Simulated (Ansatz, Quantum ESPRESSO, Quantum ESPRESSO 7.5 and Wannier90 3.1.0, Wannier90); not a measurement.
## Ballistic channels from Wannier functions: zigzag Cu chain, bond 2.30 Å, width 1.2 Å

How many channels does the wire offer, and does a small Wannier basis get them right? The wire: zigzag Cu chain, bond 2.30 Å, width 1.2 Å.

Program: Quantum ESPRESSO 7.5 and Wannier90 3.1.0. Level of theory: plane-wave DFT, LDA, GBRV ultrasoft pseudopotentials (cross-check by Ansatz 0.2.0 with PAW datasets). Results are calculated unless marked as measured.

### 1. The starting structure

The cell holds 2 atoms: 2 Cu. Cell: a = 9.000 Å, b = 8.000 Å, c = 3.924 Å, α = 90.0°, β = 90.0°, γ = 90.0°. Vacuum lies along a and b. The structure's axis is c.

Structure file:

```cif
data_structure
_symmetry_space_group_name_H-M 'P 1'
_symmetry_Int_Tables_number 1
_cell_length_a 9.0000
_cell_length_b 8.0000
_cell_length_c 3.9243
_cell_angle_alpha 90.000
_cell_angle_beta 90.000
_cell_angle_gamma 90.000
_cell_volume 282.55
loop_
_atom_site_label
_atom_site_type_symbol
_atom_site_fract_x
_atom_site_fract_y
_atom_site_fract_z
_atom_site_occupancy
Cu1 Cu 0.93333 0.00000 0.00000 1
Cu2 Cu 0.06667 0.00000 0.50000 1
```

### 2. Ground state

scf.in reads:

```
&control
  prefix = 'scf'
  outdir = './out'
  pseudo_dir = './pseudo'
  calculation = 'scf'
  tprnfor = .true.
/
&system
  ibrav = 0
  nat = 2
  ntyp = 1
  ecutwfc = 34
  ecutrho = 170
  occupations = 'smearing'
  smearing = 'mv'
  degauss = 0.005
/
&electrons
  conv_thr = 1e-07
  mixing_beta = 0.4
  electron_maxstep = 120
  mixing_mode = 'local-TF'
/
ATOMIC_SPECIES
  Cu  63.5460  cu_lda_v1.2.uspp.F.UPF
CELL_PARAMETERS angstrom
  9.00000000000000 0.00000000000000 0.00000000000000
  0.00000000000000 8.00000000000000 0.00000000000000
  0.00000000000000 0.00000000000000 3.92428337406972
ATOMIC_POSITIONS crystal
  Cu  -0.066666666700 0.000000000000 0.000000000000
  Cu  0.066666666700 0.000000000000 0.500000000000
K_POINTS automatic
  1 1 20 0 0 0
```

Command:

```
$ OMP_NUM_THREADS=1 mpirun -n 2 pw.x -nk 1 -in scf.in > scf.out
```

Log:

```text
Program PWSCF v.7.5 starts
[citation notice left out]

     Parallel version (MPI & OpenMP), running on       2 processor cores
     Number of MPI processes:                 2
     Threads/MPI process:                     1

     MPI processes distributed on     1 nodes
[...]
Current dimensions of program PWSCF are:
     Max number of different atomic species (ntypx) = 10
     Max number of k-points (npk) =  40000
     Max angular momentum in pseudopotentials (lmaxx) =  4
     Message from routine setup:
     using ibrav=0 with symmetry is DISCOURAGED, use correct ibrav instead

     R & G space division:  proc/nbgrp/npool/nimage =       2
     Subspace diagonalization in iterative solution of the eigenvalue problem:
     a serial algorithm will be used

     Parallelization info
     --------------------
     sticks:   dense  smooth     PW     G-vecs:    dense   smooth      PW
     Min        1744    1393    397                35715    25566    3946
     Max        1745    1394    398                35716    25567    3947
     Sum        3489    2787    795                71431    51133    7893

     Using Slab Decomposition

     bravais-lattice index     =            0
     lattice parameter (alat)  =      17.0075  a.u.
     unit-cell volume          =    1906.7311 (a.u.)^3
     number of atoms/cell      =            2
     number of atomic types    =            1
     number of electrons       =        38.00
     number of Kohn-Sham states=           23
     kinetic-energy cutoff     =      34.0000  Ry
     charge density cutoff     =     170.0000  Ry
     scf convergence threshold =      1.0E-07
     mixing beta               =       0.4000
     number of iterations used =            8  local-TF  mixing
     Exchange-correlation= SLA  PZ   NOGX NOGC
                           (   1   1   0   0   0   0   0)

     celldm(1)=  17.007535  celldm(2)=   0.000000  celldm(3)=   0.000000
     celldm(4)=   0.000000  celldm(5)=   0.000000  celldm(6)=   0.000000

     crystal axes: (cart. coord. in units of alat)
               a(1) = (   1.000000   0.000000   0.000000 )
               a(2) = (   0.000000   0.888889   0.000000 )
               a(3) = (   0.000000   0.000000   0.436031 )

     reciprocal axes: (cart. coord. in units 2 pi/alat)
               b(1) = (  1.000000  0.000000  0.000000 )
               b(2) = (  0.000000  1.125000  0.000000 )
               b(3) = (  0.000000  0.000000  2.293412 )

     PseudoPot. # 1 for Cu read from file:
     ./pseudo/cu_lda_v1.2.uspp.F.UPF
     Pseudo is Ultrasoft + core correction, Zval = 19.0
     Generated by new atomic code, or converted to UPF format
     Using radial grid of  867 points,  6 beta functions with:
                l(1) =   0
                l(2) =   0
                l(3) =   1
                l(4) =   1
                l(5) =   2
                l(6) =   2
     Q(r) pseudized with  8 coefficients,  rinner =    1.150   1.150   1.150
                                                       1.150   1.150

     atomic species   valence    mass     pseudopotential
     Cu               19.00    63.54600     Cu( 1.00)

      8 Sym. Ops., with inversion, found ( 4 have fractional translation)

   Cartesian axes

     site n.     atom                  positions (alat units)
         1        Cu     tau(   1) = (  -0.0666667   0.0000000   0.0000000  )
         2        Cu     tau(   2) = (   0.0666667   0.0000000   0.2180157  )

     number of k points=    11  Marzari-Vanderbilt smearing, width (Ry)=  0.0050
                       cart. coord. in units 2pi/alat
        k(    1) = (   0.0000000   0.0000000   0.0000000), wk =   0.1000000
        k(    2) = (   0.0000000   0.0000000   0.1146706), wk =   0.2000000
        k(    3) = (   0.0000000   0.0000000   0.2293412), wk =   0.2000000
        k(    4) = (   0.0000000   0.0000000   0.3440119), wk =   0.2000000
        k(    5) = (   0.0000000   0.0000000   0.4586825), wk =   0.2000000
        k(    6) = (   0.0000000   0.0000000   0.5733531), wk =   0.2000000
        k(    7) = (   0.0000000   0.0000000   0.6880237), wk =   0.2000000
        k(    8) = (   0.0000000   0.0000000   0.8026943), wk =   0.2000000
        k(    9) = (   0.0000000   0.0000000   0.9173649), wk =   0.2000000
        k(   10) = (   0.0000000   0.0000000   1.0320356), wk =   0.2000000
        k(   11) = (   0.0000000   0.0000000  -1.1467062), wk =   0.1000000

     Dense  grid:    71431 G-vectors     FFT dimensions: (  72,  64,  32)

     Smooth grid:    51133 G-vectors     FFT dimensions: (  64,  60,  30)

     Estimated max dynamical RAM per process >     139.90 MB

     Estimated total dynamical RAM >     279.80 MB

     Initial potential from superposition of free atoms

     starting charge      36.0000, renormalised to      38.0000

     negative rho (up, down):  4.738E-03 0.000E+00
     Starting wfcs are   26 randomized atomic wfcs

     total cpu time spent up to now is        0.8 secs

     per-process dynamical memory:    37.2 Mb

     Self-consistent Calculation

     iteration #  1     ecut=    34.00 Ry     beta= 0.40
     Davidson diagonalization with overlap
     ethr =  1.00E-02,  avg # of iterations =  5.5

     negative rho (up, down):  1.209E-01 0.000E+00

     total cpu time spent up to now is        2.9 secs

     total energy              =    -800.10450768 Ry
     estimated scf accuracy    <      39.16525151 Ry

     iteration #  2     ecut=    34.00 Ry     beta= 0.40
[...]
negative rho (up, down):  9.143E-02 0.000E+00

[...]
total energy              =    -806.76488639 Ry
     estimated scf accuracy    <       2.10681031 Ry

     iteration #  3     ecut=    34.00 Ry     beta= 0.40
[...]
negative rho (up, down):  6.621E-02 0.000E+00

[...]
total energy              =    -806.71467870 Ry
     estimated scf accuracy    <       0.74189934 Ry

     iteration #  4     ecut=    34.00 Ry     beta= 0.40
[...]
negative rho (up, down):  3.004E-02 0.000E+00

[...]
total energy              =    -806.74190249 Ry
     estimated scf accuracy    <       0.22219596 Ry

     iteration #  5     ecut=    34.00 Ry     beta= 0.40
[...]
negative rho (up, down):  1.253E-04 0.000E+00

[...]
total energy              =    -806.66422064 Ry
     estimated scf accuracy    <       0.21457318 Ry

     iteration #  6     ecut=    34.00 Ry     beta= 0.40
[...]
negative rho (up, down):  9.483E-05 0.000E+00

[...]
total energy              =    -806.72178782 Ry
     estimated scf accuracy    <       0.01716085 Ry

     iteration #  7     ecut=    34.00 Ry     beta= 0.40
[...]
negative rho (up, down):  1.089E-04 0.000E+00

[...]
total energy              =    -806.72159088 Ry
     estimated scf accuracy    <       0.04634775 Ry

     iteration #  8     ecut=    34.00 Ry     beta= 0.40
[...]
negative rho (up, down):  5.572E-07 0.000E+00

[...]
total energy              =    -806.71450155 Ry
     estimated scf accuracy    <       0.02313563 Ry

     iteration #  9     ecut=    34.00 Ry     beta= 0.40
[...]
negative rho (up, down):  1.324E-08 0.000E+00

[...]
total energy              =    -806.72265792 Ry
     estimated scf accuracy    <       0.00573478 Ry

     iteration # 10     ecut=    34.00 Ry     beta= 0.40
[...]
negative rho (up, down):  2.253E-08 0.000E+00

[...]
total energy              =    -806.72993359 Ry
     estimated scf accuracy    <       0.03364217 Ry

     iteration # 11     ecut=    34.00 Ry     beta= 0.40
[...]
negative rho (up, down):  1.476E-05 0.000E+00

[...]
total energy              =    -806.72517648 Ry
     estimated scf accuracy    <       0.06050574 Ry

     iteration # 12     ecut=    34.00 Ry     beta= 0.40
[...]
negative rho (up, down):  1.122E-05 0.000E+00

[...]
total energy              =    -806.72409276 Ry
     estimated scf accuracy    <       0.03976131 Ry

     iteration # 13     ecut=    34.00 Ry     beta= 0.40
[...]
negative rho (up, down):  4.234E-06 0.000E+00

[...]
total energy              =    -806.72271824 Ry
     estimated scf accuracy    <       0.02984027 Ry

     iteration # 14     ecut=    34.00 Ry     beta= 0.40
[...]
negative rho (up, down):  8.327E-06 0.000E+00

[...]
total energy              =    -806.71906443 Ry
     estimated scf accuracy    <       0.02242465 Ry

[...]
iteration # 20     ecut=    34.00 Ry     beta= 0.40
[...]
negative rho (up, down):  2.607E-06 0.000E+00

[...]
total energy              =    -806.71908745 Ry
     estimated scf accuracy    <       0.00004332 Ry

     iteration # 21     ecut=    34.00 Ry     beta= 0.40
[...]
negative rho (up, down):  2.532E-06 0.000E+00

[...]
total energy              =    -806.71909006 Ry
     estimated scf accuracy    <       0.00000283 Ry

     iteration # 22     ecut=    34.00 Ry     beta= 0.40
[...]
negative rho (up, down):  4.250E-06 0.000E+00

[...]
total energy              =    -806.71909216 Ry
     estimated scf accuracy    <       0.00000478 Ry

     iteration # 23     ecut=    34.00 Ry     beta= 0.40
[...]
negative rho (up, down):  5.235E-06 0.000E+00

[...]
total energy              =    -806.71909169 Ry
     estimated scf accuracy    <       0.00000231 Ry

     iteration # 24     ecut=    34.00 Ry     beta= 0.40
[...]
negative rho (up, down):  5.961E-06 0.000E+00

[...]
total energy              =    -806.71909181 Ry
     estimated scf accuracy    <       0.00000021 Ry

     iteration # 25     ecut=    34.00 Ry     beta= 0.40
[...]
negative rho (up, down):  6.398E-06 0.000E+00

[...]
total energy              =    -806.71909198 Ry
     estimated scf accuracy    <       0.00000023 Ry

     iteration # 26     ecut=    34.00 Ry     beta= 0.40
[...]
negative rho (up, down):  6.586E-06 0.000E+00

[...]
total energy              =    -806.71909194 Ry
     estimated scf accuracy    <       0.00000020 Ry

     iteration # 27     ecut=    34.00 Ry     beta= 0.40
[...]
negative rho (up, down):  6.602E-06 0.000E+00

[...]
End of self-consistent calculation

          k = 0.0000 0.0000 0.0000 (  6351 PWs)   bands (ev):

  -113.2582-113.2373 -71.2665 -71.1776 -71.1382 -71.1339 -70.9880 -70.9700
    -6.3801  -5.1024  -5.0492  -4.7947  -4.4241  -4.3705  -4.1906  -3.9794
    -3.9435  -3.8648  -3.7110  -1.5804  -0.5533   0.8445   2.0549

          k = 0.0000 0.0000 0.1147 (  6361 PWs)   bands (ev):

  -113.2581-113.2374 -71.2660 -71.1785 -71.1380 -71.1336 -70.9880 -70.9701
    -6.3580  -5.1643  -4.9789  -4.7978  -4.4203  -4.3781  -4.1847  -4.0455
    -3.8820  -3.8660  -3.7150  -1.5563  -0.5217   0.8666   2.0777

          k = 0.0000 0.0000 0.2293 (  6355 PWs)   bands (ev):

  -113.2578-113.2377 -71.2647 -71.1812 -71.1375 -71.1327 -70.9876 -70.9704
    -6.2923  -5.2365  -4.8822  -4.8041  -4.4093  -4.3984  -4.1649  -4.1283
    -3.8701  -3.8134  -3.7224  -1.4844  -0.4279   0.9330   2.2898

          k = 0.0000 0.0000 0.3440 (  6358 PWs)   bands (ev):

  -113.2571-113.2384 -71.2627 -71.1854 -71.1368 -71.1312 -70.9870 -70.9709
    -6.1859  -5.2974  -4.8143  -4.7826  -4.4319  -4.3905  -4.2070  -4.1358
    -3.8768  -3.7540  -3.7327  -1.3661  -0.2747   1.0430   1.5796

          k = 0.0000 0.0000 0.4587 (  6388 PWs)   bands (ev):

  -113.2563-113.2393 -71.2601 -71.1906 -71.1358 -71.1299 -70.9864 -70.9718
    -6.0455  -5.3446  -4.8255  -4.6843  -4.4757  -4.3721  -4.2699  -4.1002
    -3.8855  -3.7468  -3.7058  -1.2064  -0.0660   0.8500   1.1947

          k = 0.0000 0.0000 0.5734 (  6368 PWs)   bands (ev):

  -113.2552-113.2403 -71.2566 -71.1965 -71.1345 -71.1285 -70.9853 -70.9726
    -5.8813  -5.3772  -4.8314  -4.5896  -4.5243  -4.3755  -4.2824  -4.0597
    -3.8949  -3.7606  -3.6650  -1.0268   0.1632   0.1943   1.3828

[...]
the Fermi energy is    -2.9255 ev

!    total energy              =    -806.71909192 Ry
     estimated scf accuracy    <       0.00000003 Ry
     smearing contrib. (-TS)   =      -0.00016409 Ry
     internal energy E=F+TS    =    -806.71892783 Ry

     The total energy is F=E-TS. E is the sum of the following terms:
     one-electron contribution =   -1379.05961348 Ry
     hartree contribution      =     687.69540104 Ry
     xc contribution           =     -76.19704732 Ry
     ewald contribution        =     -39.15766807 Ry

     convergence has been achieved in  27 iterations

     negative rho (up, down):  6.602E-06 0.000E+00

     Forces acting on atoms (cartesian axes, Ry/au):

     atom    1 type  1   force =     0.02621047    0.00000000    0.00000000
     atom    2 type  1   force =    -0.02621047    0.00000000    0.00000000

     Total force =     0.037067     Total SCF correction =     0.000143

[...]
=------------------------------------------------------------------------------=
   JOB DONE.
=------------------------------------------------------------------------------=
```

It took 43 s on 2 MPI ranks of Arm Neoverse V1, shared host; peak memory 0.36 GiB.

Numbers from this step:

```
free energy  : -10975.9724 eV
Fermi energy : -2.925 eV
```

The program's own clock; routines nest. Time by routine:

```csv
routine,wall time (s),calls
PWSCF,42.7,1
electrons,41.69,1
c_bands,26.45,27
cegterg,25.66,297
h_psi,19.75,1127
fftw,19.2,42181
vloc_psi,17.78,1127
sum_band,7.7,27
mix_rho,4.01,27
newd,3.51,28
ffts,2.18,3253
calbec,1.36,1468
h_psi:calbec,0.96,1127
add_vuspsi,0.93,1127
```

The run needed 27 iterations to bring the estimated error under 1e-07 Ry; the largest force on any atom, held or free, is 0.67 eV/Å.

### 3. Full uniform mesh without symmetry

Wannier90 needs the states on a whole uniform mesh, listed point by point, without symmetry.

nscf.in reads:

```
&control
  prefix = 'nscf'
  outdir = './out'
  pseudo_dir = './pseudo'
  calculation = 'nscf'
/
&system
  ibrav = 0
  nat = 2
  ntyp = 1
  ecutwfc = 34
  ecutrho = 170
  occupations = 'smearing'
  smearing = 'mv'
  degauss = 0.005
  nosym = .true.
  noinv = .true.
  nbnd = 37
/
&electrons
  conv_thr = 1e-09
  mixing_beta = 0.4
  electron_maxstep = 120
  mixing_mode = 'local-TF'
  diago_full_acc = .true.
/
ATOMIC_SPECIES
  Cu  63.5460  cu_lda_v1.2.uspp.F.UPF
CELL_PARAMETERS angstrom
  9.00000000000000 0.00000000000000 0.00000000000000
  0.00000000000000 8.00000000000000 0.00000000000000
  0.00000000000000 0.00000000000000 3.92428337406972
ATOMIC_POSITIONS crystal
  Cu  -0.066666666700 0.000000000000 0.000000000000
  Cu  0.066666666700 0.000000000000 0.500000000000
K_POINTS crystal
10
  0.0000000000 0.0000000000 0.0000000000 0.1
  0.0000000000 0.0000000000 0.1000000000 0.1
  0.0000000000 0.0000000000 0.2000000000 0.1
  0.0000000000 0.0000000000 0.3000000000 0.1
  0.0000000000 0.0000000000 0.4000000000 0.1
  0.0000000000 0.0000000000 0.5000000000 0.1
  0.0000000000 0.0000000000 0.6000000000 0.1
  0.0000000000 0.0000000000 0.7000000000 0.1
  0.0000000000 0.0000000000 0.8000000000 0.1
  0.0000000000 0.0000000000 0.9000000000 0.1
```

Command:

```
$ cp -r out/scf.save out/nscf.save
$ cp out/scf.xml out/nscf.xml
$ OMP_NUM_THREADS=1 mpirun -n 2 pw.x -nk 1 -in nscf.in > nscf.out
```

Log:

```text
[banner, memory and clock lines left out]
Program PWSCF v.7.5 starts
[citation notice left out]

[...]
bravais-lattice index     =            0
     lattice parameter (alat)  =      17.0075  a.u.
     unit-cell volume          =    1906.7311 (a.u.)^3
     number of atoms/cell      =            2
     number of atomic types    =            1
     number of electrons       =        38.00
     number of Kohn-Sham states=           37
     kinetic-energy cutoff     =      34.0000  Ry
     charge density cutoff     =     170.0000  Ry
     Exchange-correlation= SLA  PZ   NOGX NOGC
                           (   1   1   0   0   0   0   0)

[...]
PseudoPot. # 1 for Cu read from file:
     ./pseudo/cu_lda_v1.2.uspp.F.UPF
     Pseudo is Ultrasoft + core correction, Zval = 19.0
     Generated by new atomic code, or converted to UPF format
     Using radial grid of  867 points,  6 beta functions with:
                l(1) =   0
                l(2) =   0
                l(3) =   1
                l(4) =   1
                l(5) =   2
                l(6) =   2
     Q(r) pseudized with  8 coefficients,  rinner =    1.150   1.150   1.150
                                                       1.150   1.150

     atomic species   valence    mass     pseudopotential
     Cu               19.00    63.54600     Cu( 1.00)

     No symmetry found

[...]
number of k points=    10  Marzari-Vanderbilt smearing, width (Ry)=  0.0050
[...]
Dense  grid:    71431 G-vectors     FFT dimensions: (  72,  64,  32)

     Smooth grid:    51133 G-vectors     FFT dimensions: (  64,  60,  27)

     The potential is recalculated from file :
     ./out/nscf.save/charge-density

     negative rho (up, down):  6.602E-06 0.000E+00
     Starting wfcs are   26 randomized atomic wfcs +   11 random wfcs

     Band Structure Calculation
     Davidson diagonalization with overlap
     c_bands:  1 eigenvalues not converged

     ethr =  2.63E-12,  avg # of iterations = 85.3

     End of band structure calculation

          k = 0.0000 0.0000 0.0000 (  6351 PWs)   bands (ev):

  -113.2617-113.2407 -71.2697 -71.1809 -71.1415 -71.1372 -70.9913 -70.9733
    -6.3811  -5.1050  -5.0518  -4.7973  -4.4264  -4.3732  -4.1933  -3.9822
    -3.9461  -3.8676  -3.7138  -1.5808  -0.5536   0.8444   2.0548   3.0961
     3.1356   3.5447   3.7810   3.7935   5.2854   5.8312   6.6706   7.1445
     7.9632   8.2020   8.7529   8.8882   8.9583

          k = 0.0000 0.0000 0.2293 (  6355 PWs)   bands (ev):

  -113.2612-113.2411 -71.2679 -71.1845 -71.1408 -71.1359 -70.9909 -70.9737
    -6.2934  -5.2390  -4.8848  -4.8067  -4.4116  -4.4011  -4.1676  -4.1309
    -3.8728  -3.8162  -3.7252  -1.4848  -0.4282   0.9330   2.1459   2.2894
     3.1735   3.6504   3.8508   3.8914   5.2782   5.9829   7.2416   7.3347
     7.4939   7.5360   8.2899   8.9175   8.9832

[...]
the Fermi energy is    -2.9270 ev
     (compare with:    -2.9255 eV, computed in scf)

[...]
```

Run time: 22 s. Hardware: 2 MPI ranks; peak memory 0.14 GiB.

Read from the output:

* Fermi energy: -2.927 eV

The program's own clock; routines nest. Time by routine:

| routine | wall time (s) | calls |
| --- | --- | --- |
| PWSCF | 21.11 | 1 |
| electrons | 20.76 | 1 |
| c_bands | 20.76 | 1 |
| cegterg | 20.25 | 47 |
| h_psi | 12.39 | 910 |
| vloc_psi | 11.1 | 910 |
| fftw | 10.18 | 23374 |
| cdiaghg | 1.24 | 863 |
| h_psi:calbec | 0.63 | 910 |
| calbec | 0.63 | 910 |
| add_vuspsi | 0.6 | 910 |
| s_psi | 0.59 | 910 |
| init_run | 0.24 | 1 |
| g_psi | 0.14 | 853 |

(Continued in part 2 of 5.)

[Logs are printed without paths, hosts, clocks, repeated set-up lines and the standing remarks that a program may print on its own settings, such as how far it seeks lower states.]

[Hosts, paths, dates, database ids (printed as entryN), source tags and the programs' standing remarks are cut or masked in the printed files.]

[Maps of the electrostatic potential energy from Ansatz leave out the sawtooth potential of an applied field or a dipole correction, so their vacuum need not be flat; planar profiles and work functions include it.]
